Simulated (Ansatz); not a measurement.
# Resistivity from frozen vibrations: Re(0001) with 2 thermally displaced layers, 2x2, part 2 of 2

Wanted: the phonon-limited resistivity of Re at 800 K by the Landauer route.

Ansatz 0.2.0; Ansatz plane-wave DFT, PBE, PAW files; ballistic transport by layer matching (Landauer), zero bias; PAW set soft_1.

So far. Step 2 (With 2 displaced layers): Over the solved energies the transmission per spin lies between 4.57 and 4.79, out of 5.24 channels of the lead on average (up to 5.38).

## 3. With 6 displaced layers

Each atom of 6 layers is moved at random, by amounts drawn from a normal law 0.0584 Å wide in each direction from the Debye model (430 K) at 800 K. A fresh draw is used; the growth of the resistance with length is what counts.

System of this step: Re(0001) with 6 thermally displaced layers, 2x2. The cell holds 64 atoms: 64 Re. Its edges and angles: a = 5.522 Å, b = 5.522 Å, c = 35.666 Å, α = 90.0°, β = 90.0°, γ = 120.0°. It derives from Re. Regions: lead, 40 atoms (40 Re); scattering region, 24 atoms (24 Re). The structure is stacked along c, and the current runs across the ab planes.

input.yaml reads:

```yaml
crystal:
  lattice:
    - [5.5216, 0.0, 0.0]
    - [-2.7608, 4.7818458695, 0.0]
    - [0.0, 0.0, 35.6656]
  atoms:
    - { symbol: Re, position: [0.1666666667, 0.3333333333, 0.03125] }
    - { symbol: Re, position: [0.1666666667, 0.8333333333, 0.03125] }
    - { symbol: Re, position: [0.6666666667, 0.3333333333, 0.03125] }
    - { symbol: Re, position: [0.6666666667, 0.8333333333, 0.03125] }
    - { symbol: Re, position: [0.3333333333, 0.1666666667, 0.09375] }
    - { symbol: Re, position: [0.3333333333, 0.6666666667, 0.09375] }
    - { symbol: Re, position: [0.8333333333, 0.1666666667, 0.09375] }
    - { symbol: Re, position: [0.8333333333, 0.6666666667, 0.09375] }
    - { symbol: Re, position: [0.1666666667, 0.3333333333, 0.15625] }
    - { symbol: Re, position: [0.1666666667, 0.8333333333, 0.15625] }
    - { symbol: Re, position: [0.6666666667, 0.3333333333, 0.15625] }
    - { symbol: Re, position: [0.6666666667, 0.8333333333, 0.15625] }
    - { symbol: Re, position: [0.3333333333, 0.1666666667, 0.21875] }
    - { symbol: Re, position: [0.3333333333, 0.6666666667, 0.21875] }
    - { symbol: Re, position: [0.8333333333, 0.1666666667, 0.21875] }
    - { symbol: Re, position: [0.8333333333, 0.6666666667, 0.21875] }
    - { symbol: Re, position: [0.1666666667, 0.3333333333, 0.28125] }
    - { symbol: Re, position: [0.1666666667, 0.8333333333, 0.28125] }
    - { symbol: Re, position: [0.6666666667, 0.3333333333, 0.28125] }
    - { symbol: Re, position: [0.6666666667, 0.8333333333, 0.28125] }
    - { symbol: Re, position: [0.3434599813, 0.1678144724, 0.3425329447] }
    - { symbol: Re, position: [0.3207933582, 0.6610782453, 0.3441104437] }
    - { symbol: Re, position: [0.8213813208, 0.1641128207, 0.34348936] }
    - { symbol: Re, position: [0.8403623037, 0.6692874618, 0.3443317198] }
    - { symbol: Re, position: [0.158962247, 0.3317508672, 0.407533312] }
    - { symbol: Re, position: [0.1747712707, 0.8179612735, 0.4087281853] }
    - { symbol: Re, position: [0.6856666915, 0.3428724441, 0.406682895] }
    - { symbol: Re, position: [0.6722479993, 0.851134457, 0.4094588032] }
    - { symbol: Re, position: [0.3604108445, 0.182722903, 0.4693350063] }
    - { symbol: Re, position: [0.3205301154, 0.6666122857, 0.4698246027] }
    - { symbol: Re, position: [0.8221230244, 0.1714907523, 0.4694536562] }
    - { symbol: Re, position: [0.8334643577, 0.6522096493, 0.4676668401] }
    - { symbol: Re, position: [0.1549109498, 0.3190511022, 0.5340972212] }
    - { symbol: Re, position: [0.1634314197, 0.8373497572, 0.5308267352] }
    - { symbol: Re, position: [0.6914695584, 0.3494537556, 0.5322867531] }
    - { symbol: Re, position: [0.6436857049, 0.8339685604, 0.5323691456] }
    - { symbol: Re, position: [0.3401765682, 0.1591225764, 0.5967325027] }
    - { symbol: Re, position: [0.3153335665, 0.6585900034, 0.5952806102] }
    - { symbol: Re, position: [0.8460757149, 0.1911140825, 0.5940585925] }
    - { symbol: Re, position: [0.8243334678, 0.6620569552, 0.5919638716] }
    - { symbol: Re, position: [0.1570056317, 0.3410300917, 0.657201327] }
    - { symbol: Re, position: [0.1757480158, 0.8241202741, 0.6590149485] }
    - { symbol: Re, position: [0.6732390594, 0.352555445, 0.6555415604] }
    - { symbol: Re, position: [0.6604149406, 0.8363829885, 0.6579384152] }
    - { symbol: Re, position: [0.3333333333, 0.1666666667, 0.71875] }
    - { symbol: Re, position: [0.3333333333, 0.6666666667, 0.71875] }
    - { symbol: Re, position: [0.8333333333, 0.1666666667, 0.71875] }
    - { symbol: Re, position: [0.8333333333, 0.6666666667, 0.71875] }
    - { symbol: Re, position: [0.1666666667, 0.3333333333, 0.78125] }
    - { symbol: Re, position: [0.1666666667, 0.8333333333, 0.78125] }
    - { symbol: Re, position: [0.6666666667, 0.3333333333, 0.78125] }
    - { symbol: Re, position: [0.6666666667, 0.8333333333, 0.78125] }
    - { symbol: Re, position: [0.3333333333, 0.1666666667, 0.84375] }
    - { symbol: Re, position: [0.3333333333, 0.6666666667, 0.84375] }
    - { symbol: Re, position: [0.8333333333, 0.1666666667, 0.84375] }
    - { symbol: Re, position: [0.8333333333, 0.6666666667, 0.84375] }
    - { symbol: Re, position: [0.1666666667, 0.3333333333, 0.90625] }
    - { symbol: Re, position: [0.1666666667, 0.8333333333, 0.90625] }
    - { symbol: Re, position: [0.6666666667, 0.3333333333, 0.90625] }
    - { symbol: Re, position: [0.6666666667, 0.8333333333, 0.90625] }
    - { symbol: Re, position: [0.3333333333, 0.1666666667, 0.96875] }
    - { symbol: Re, position: [0.3333333333, 0.6666666667, 0.96875] }
    - { symbol: Re, position: [0.8333333333, 0.1666666667, 0.96875] }
    - { symbol: Re, position: [0.8333333333, 0.6666666667, 0.96875] }
kpoints:
  mp_grid: { grid: [5, 5, 1] }
hamiltonian:
  xc: pbe
  pseudopotentials: { kind: paw, azcp: { folder: soft_1 } }
scf:
  occupations: { method: fermi_dirac, width: 0.1 }
output:
  transmission:
    leads: [[0, 8]]
    kmesh: [10, 10]
    e_range: [-0.05, 0.05]
    de: 0.05
  write_potential: true
  write_density: true
  volumetric_format: npy
```

The run is started by

```
> ansatz run input.yaml --threads 4 --pin off --max-ram 15360MiB --backend cpu --events-out ev --progress --plain --runs-dir out
```

Numbers of over 12 decimals in the logs are rounded to 6 here.

Output:

```text
[...]
Crystal: 64 atoms, lattice volume = 941.695 Å³
Basis set: ecut = 420 eV, 18377 PW (Γ)
Bands: 576, of which v1, the nominal top of the filled ones, is band 480 counted from 1 (479 counted from 0)
Symmetry: 1 space group operations
[...]
k-points: 13 of 25 (time reversal used)
[...]
SCF iter   1: F=—  HF=-695645.839912 eV  |F-HF|=—  |Δ(HF+E_count)|=         —  Δρ=6.08e-2  dr2=3.63e1  ethr=3.10e-3  ⟨swp⟩=5.0  Hψ=22563  notcnv=0
[...]
SCF iter   8: F=-695633.885796 eV  HF=-695633.885796 eV  |F-HF|=1.16e-9  |Δ(HF+E_count)|=   1.09e-8  Δρ=6.25e-7  dr2=3.08e-9  ethr=1.04e-11  ⟨swp⟩=8.0  Hψ=17799  notcnv=0
SCF 1 converged in 8 iterations: F = -695633.885796 eV  dr2 = 3.08e-9
[...]
transmission: 344 of 3432 steps passed
transmission: 689 of 3432 steps passed
[...]
transmission: 3432 of 3432 steps passed
SCF converged after 8 iterations
Free energy (F): -695633.885796 eV
[...]
Internal energy: -695632.133466 eV  (E = F + TS)
E sigma→0 (E₀):  -695633.009631 eV
Entropy (-TS):   -1.752330 eV (-27.380 meV/atom)
Fermi energy:    24.069980 eV
[...]
--- Band table (eV; the first three rows and the last of 13) ---
  k-point 0: bands = [... 476 lower, 24.5394, 24.5574, 24.6591, 24.9216, 24.9341, 24.9348, 24.9572, 24.9635, ... 92 higher]
  k-point 1: bands = [... 476 lower, 24.1820, 24.2002, 24.2221, 24.2626, 24.2717, 24.3022, 24.3231, 24.3451, ... 92 higher]
  k-point 2: bands = [... 476 lower, 23.7113, 23.7244, 23.7570, 23.7895, 23.8822, 23.9208, 23.9947, 24.0150, ... 92 higher]
  k-point 12: bands = [... 476 lower, 23.7742, 23.7917, 23.8173, 23.8466, 23.8804, 23.9693, 23.9856, 24.0914, ... 92 higher]
--- Transmission ---
  basis      : 235 plane waves across, 66 finite elements along
  points     : 52, standing for a mesh of 10 x 10
[...]
channels       : 5.380000e0 a spin
[...]
junction   : crystal 0 to crystal 0, 0.70 to 31.91 Å
    transmission   : 3.696393e0 a spin
[...]
```

Elapsed: 12 min, on 4 threads of Intel Xeon Platinum 8559C (Emerald Rapids), shared host; peak memory 10 GiB.

Numbers from this step:

```
free energy                                   : -695633.8858 eV
energy at zero smearing                       : -695633.0096 eV
Fermi energy                                  : 24.07 eV
transmission per spin nearest the Fermi level : 3.696
step of the lead's potential                  : 7.8 meV
```

Per spin. Table of transmission, zone mean by energy, zero at the Fermi level:

| energy (eV) | transmission, zone mean |
| --- | --- |
| -0.0500 | 3.60 |
| 0.0000 | 3.70 |
| 0.0500 | 3.60 |

Over the solved energies the transmission per spin lies between 3.60 and 3.70, out of 5.27 channels of the lead on average (up to 5.38).

## 4. With 10 displaced layers

Each atom of 10 layers is moved at random, by amounts drawn from a normal law 0.0584 Å wide in each direction from the Debye model (430 K) at 800 K. A fresh draw is used; the growth of the resistance with length is what counts.

System of this step: Re(0001) with 10 thermally displaced layers, 2x2. The cell holds 80 atoms: 80 Re. Cell: a = 5.522 Å, b = 5.522 Å, c = 44.582 Å, α = 90.0°, β = 90.0°, γ = 120.0°. It derives from Re. Regions: lead, 40 atoms (40 Re); scattering region, 40 atoms (40 Re). The structure is stacked along c, and the current runs across the ab planes.

input.yaml reads:

```yaml
crystal:
  lattice:
    - [5.5216, 0.0, 0.0]
    - [-2.7608, 4.7818458695, 0.0]
    - [0.0, 0.0, 44.582]
  atoms:
    - { symbol: Re, position: [0.1666666667, 0.3333333333, 0.025] }
    - { symbol: Re, position: [0.1666666667, 0.8333333333, 0.025] }
    - { symbol: Re, position: [0.6666666667, 0.3333333333, 0.025] }
    - { symbol: Re, position: [0.6666666667, 0.8333333333, 0.025] }
    - { symbol: Re, position: [0.3333333333, 0.1666666667, 0.075] }
    - { symbol: Re, position: [0.3333333333, 0.6666666667, 0.075] }
    - { symbol: Re, position: [0.8333333333, 0.1666666667, 0.075] }
    - { symbol: Re, position: [0.8333333333, 0.6666666667, 0.075] }
    - { symbol: Re, position: [0.1666666667, 0.3333333333, 0.125] }
    - { symbol: Re, position: [0.1666666667, 0.8333333333, 0.125] }
    - { symbol: Re, position: [0.6666666667, 0.3333333333, 0.125] }
    - { symbol: Re, position: [0.6666666667, 0.8333333333, 0.125] }
    - { symbol: Re, position: [0.3333333333, 0.1666666667, 0.175] }
    - { symbol: Re, position: [0.3333333333, 0.6666666667, 0.175] }
    - { symbol: Re, position: [0.8333333333, 0.1666666667, 0.175] }
    - { symbol: Re, position: [0.8333333333, 0.6666666667, 0.175] }
    - { symbol: Re, position: [0.1666666667, 0.3333333333, 0.225] }
    - { symbol: Re, position: [0.1666666667, 0.8333333333, 0.225] }
    - { symbol: Re, position: [0.6666666667, 0.3333333333, 0.225] }
    - { symbol: Re, position: [0.6666666667, 0.8333333333, 0.225] }
    - { symbol: Re, position: [0.3314613602, 0.1595178854, 0.2732436151] }
    - { symbol: Re, position: [0.3215831629, 0.672803973, 0.2762960718] }
    - { symbol: Re, position: [0.8250376669, 0.1535496362, 0.2761432862] }
    - { symbol: Re, position: [0.8154422647, 0.6579607454, 0.2758132496] }
    - { symbol: Re, position: [0.1452336533, 0.3380505593, 0.3242383163] }
    - { symbol: Re, position: [0.16736, 0.8324090857, 0.3252646775] }
    - { symbol: Re, position: [0.6693769122, 0.3240743195, 0.326860837] }
    - { symbol: Re, position: [0.6794945506, 0.8436345517, 0.3265254395] }
    - { symbol: Re, position: [0.3468135344, 0.1769721096, 0.3750989931] }
    - { symbol: Re, position: [0.3174231034, 0.6650178872, 0.3739922875] }
    - { symbol: Re, position: [0.8198678642, 0.1698221432, 0.3742554601] }
    - { symbol: Re, position: [0.8160777532, 0.6539325598, 0.3753515037] }
    - { symbol: Re, position: [0.1785320553, 0.3494793518, 0.4249817781] }
    - { symbol: Re, position: [0.1862426449, 0.850453728, 0.4265061913] }
    - { symbol: Re, position: [0.6491579422, 0.3483344585, 0.425444747] }
    - { symbol: Re, position: [0.6734135444, 0.8378656868, 0.425501237] }
    - { symbol: Re, position: [0.3345196207, 0.1622846574, 0.4725097268] }
    - { symbol: Re, position: [0.327275313, 0.6568538223, 0.4764145204] }
    - { symbol: Re, position: [0.8307896712, 0.1676858258, 0.4738874045] }
    - { symbol: Re, position: [0.8278639173, 0.6665258583, 0.4730548374] }
    - { symbol: Re, position: [0.169198405, 0.3320382863, 0.523447249] }
    - { symbol: Re, position: [0.1444411617, 0.8395972393, 0.5246103009] }
    - { symbol: Re, position: [0.6596210616, 0.3304500973, 0.5273787533] }
    - { symbol: Re, position: [0.6666688732, 0.8343908768, 0.5230526142] }
    - { symbol: Re, position: [0.3563521485, 0.1778683713, 0.5763971971] }
    - { symbol: Re, position: [0.3394331619, 0.6778581987, 0.5754857708] }
    - { symbol: Re, position: [0.8388877526, 0.1648085273, 0.5730698804] }
    - { symbol: Re, position: [0.8323997544, 0.6430425466, 0.5746857926] }
    - { symbol: Re, position: [0.158137977, 0.3206009472, 0.6258029111] }
    - { symbol: Re, position: [0.161881617, 0.8279995633, 0.6256807551] }
    - { symbol: Re, position: [0.6701067086, 0.3502915319, 0.6254602455] }
    - { symbol: Re, position: [0.6497824928, 0.8095956034, 0.623287441] }
    - { symbol: Re, position: [0.3445159069, 0.1660488365, 0.6746292356] }
    - { symbol: Re, position: [0.3428780801, 0.6510066709, 0.6742330559] }
    - { symbol: Re, position: [0.8319158041, 0.1738253185, 0.6741310721] }
    - { symbol: Re, position: [0.817048709, 0.6470692335, 0.6759551144] }
    - { symbol: Re, position: [0.1722822285, 0.3275172009, 0.7252139007] }
    - { symbol: Re, position: [0.150118804, 0.8275729183, 0.726804486] }
    - { symbol: Re, position: [0.6822055331, 0.3615407974, 0.7239691373] }
    - { symbol: Re, position: [0.6716087664, 0.8309463827, 0.7257409628] }
    - { symbol: Re, position: [0.3333333333, 0.1666666667, 0.775] }
    - { symbol: Re, position: [0.3333333333, 0.6666666667, 0.775] }
    - { symbol: Re, position: [0.8333333333, 0.1666666667, 0.775] }
    - { symbol: Re, position: [0.8333333333, 0.6666666667, 0.775] }
    - { symbol: Re, position: [0.1666666667, 0.3333333333, 0.825] }
    - { symbol: Re, position: [0.1666666667, 0.8333333333, 0.825] }
    - { symbol: Re, position: [0.6666666667, 0.3333333333, 0.825] }
    - { symbol: Re, position: [0.6666666667, 0.8333333333, 0.825] }
    - { symbol: Re, position: [0.3333333333, 0.1666666667, 0.875] }
    - { symbol: Re, position: [0.3333333333, 0.6666666667, 0.875] }
    - { symbol: Re, position: [0.8333333333, 0.1666666667, 0.875] }
    - { symbol: Re, position: [0.8333333333, 0.6666666667, 0.875] }
    - { symbol: Re, position: [0.1666666667, 0.3333333333, 0.925] }
    - { symbol: Re, position: [0.1666666667, 0.8333333333, 0.925] }
    - { symbol: Re, position: [0.6666666667, 0.3333333333, 0.925] }
    - { symbol: Re, position: [0.6666666667, 0.8333333333, 0.925] }
    - { symbol: Re, position: [0.3333333333, 0.1666666667, 0.975] }
    - { symbol: Re, position: [0.3333333333, 0.6666666667, 0.975] }
    - { symbol: Re, position: [0.8333333333, 0.1666666667, 0.975] }
    - { symbol: Re, position: [0.8333333333, 0.6666666667, 0.975] }
kpoints:
  mp_grid: { grid: [5, 5, 1] }
hamiltonian:
  xc: pbe
  pseudopotentials: { kind: paw, azcp: { folder: soft_1 } }
scf:
  occupations: { method: fermi_dirac, width: 0.1 }
output:
  transmission:
    leads: [[0, 8]]
    kmesh: [10, 10]
    e_range: [-0.05, 0.05]
    de: 0.05
  write_potential: true
  write_density: true
  volumetric_format: npy
```

Output:

```text
[...]
Crystal: 80 atoms, lattice volume = 1177.118 Å³
Basis set: ecut = 420 eV, 23015 PW (Γ)
Bands: 720, of which v1, the nominal top of the filled ones, is band 600 counted from 1 (599 counted from 0)
Symmetry: 1 space group operations
[...]
k-points: 13 of 25 (time reversal used)
[...]
SCF iter   1: F=—  HF=-869556.693037 eV  |F-HF|=—  |Δ(HF+E_count)|=         —  Δρ=6.09e-2  dr2=4.34e1  ethr=3.10e-3  ⟨swp⟩=5.0  Hψ=28127  notcnv=0
[...]
SCF iter   8: F=-869541.659113 eV  HF=-869541.659113 eV  |F-HF|=2.56e-9  |Δ(HF+E_count)|=   2.10e-8  Δρ=6.06e-7  dr2=4.97e-9  ethr=8.33e-12  ⟨swp⟩=8.2  Hψ=22655  notcnv=0
SCF 1 converged in 8 iterations: F = -869541.659113 eV  dr2 = 4.97e-9
[...]
transmission: 422 of 4212 steps passed
transmission: 845 of 4212 steps passed
[...]
transmission: 4212 of 4212 steps passed
SCF converged after 8 iterations
Free energy (F): -869541.659113 eV
[...]
Internal energy: -869539.466778 eV  (E = F + TS)
E sigma→0 (E₀):  -869540.562945 eV
Entropy (-TS):   -2.192335 eV (-27.404 meV/atom)
Fermi energy:    24.062352 eV
[...]
--- Band table (eV; the first three rows and the last of 13) ---
  k-point 0: bands = [... 596 lower, 24.6519, 24.6680, 24.6733, 24.6967, 24.7113, 24.8066, 24.8509, 24.8749, ... 116 higher]
  k-point 1: bands = [... 596 lower, 24.1749, 24.2053, 24.2279, 24.2563, 24.2841, 24.2926, 24.3075, 24.3309, ... 116 higher]
  k-point 2: bands = [... 596 lower, 23.7308, 23.7456, 23.7911, 23.8075, 23.8675, 23.8959, 23.9495, 23.9761, ... 116 higher]
  k-point 12: bands = [... 596 lower, 23.8245, 23.8433, 23.8636, 23.8715, 23.8910, 23.9184, 23.9478, 24.0768, ... 116 higher]
--- Transmission ---
  basis      : 235 plane waves across, 81 finite elements along
  points     : 52, standing for a mesh of 10 x 10
[...]
channels       : 5.380000e0 a spin
[...]
junction   : crystal 0 to crystal 0, 0.70 to 40.82 Å
    transmission   : 3.080116e0 a spin
[...]
```

The job ended after 18 min (4 threads; peak memory 8.5 GiB).

This step gave:

```yaml
free_energy: -869541.6591 eV
energy_at_zero_smearing: -869540.5629 eV
fermi_energy: 24.06 eV
transmission_per_spin_nearest_the_fermi_level: 3.080
step_of_the_lead_s_potential: 7.7 meV
```

Per spin. Transmission, zone mean against energy, zero at the Fermi level:

| energy (eV) | transmission, zone mean |
| --- | --- |
| -0.0500 | 3.05 |
| 0.0000 | 3.08 |
| 0.0500 | 2.95 |

Over the solved energies the transmission per spin lies between 2.95 and 3.08, out of 5.26 channels of the lead on average (up to 5.38).

## 5. Resistance against length

This step: Ansatz plane-wave DFT, PBE, PAW files; ballistic transport by layer matching (Landauer), zero bias; resistivity from the slope of the area resistance; PAW set soft_1 (Ansatz 0.2.0).

This step gave:

```
resistivity           : 22.17 µΩ cm
intercept             : -0.01182 fΩ m²
scatter about the fit : 0.005524 fΩ m²
```

Resistance, by row:

| run | length (Å) | T | channels N | RA (fΩ m²) |
| --- | --- | --- | --- | --- |
| n2 | 4.458 | 4.646 | 5.24 | 0.08312 |
| n6 | 13.37 | 3.63 | 5.273 | 0.2925 |
| n10 | 22.29 | 3.026 | 5.26 | 0.4785 |

The area resistance by length of the displaced region:

| length of the displaced region (Å) | area resistance (fΩ m²) |
| --- | --- |
| 4.46 | 0.0831 |
| 13.37 | 0.293 |
| 22.29 | 0.478 |

The area resistance goes from 0.083 to 0.48 fΩ m² between 4.5 and 22.3 Å, a slope of 22 µΩ cm.

By hand from the end points: (0.4785 − 0.08312) fΩ m² / (22.29 − 4.46) Å = 22 µΩ cm, since 1 fΩ m² per Å is 1000 µΩ cm.

## 6. Outcome

```yaml
resistivity_from_the_slope: 22.2 µΩ cm
area_resistance_over_4p46_a: 0.0831 fΩ m²
area_resistance_over_13p4_a: 0.293 fΩ m²
area_resistance_over_22p3_a: 0.478 fΩ m²
```

**Reading.** The slope gives 22 µΩ cm. The points scatter by 0.0055 fΩ m² about the line, with one random draw a length in a 2x2 cell, so the slope is a rough value. The mean square of the displacements drawn is 0.73, 0.99 and 0.93 of the nominal one at the three lengths; with each resistance scaled back by that, the slope is 23 µΩ cm, the value used below. Read with a model of isotropic scattering on a spherical Fermi surface and the lead's 1.5×10¹⁵ S/m², this slope means a mean free path near 23 Å; over these lengths the model's slope is 1.05 times its bulk resistivity, which would be 22 µΩ cm. Uncorrelated displacements put too much weight on short waves, which scatter strongly; with the sideways repeat of a small cell, one draw and three short lengths, the method is good to a factor of two or three. Spin-orbit coupling is left out, which matters for Re.

[Logs are printed without paths, hosts, clocks, repeated set-up lines and the standing remarks that a program may print on its own settings, such as how far it seeks lower states.]

[Hosts, paths, dates, database ids (printed as entryN), source tags and the programs' standing remarks are cut or masked in the printed files.]
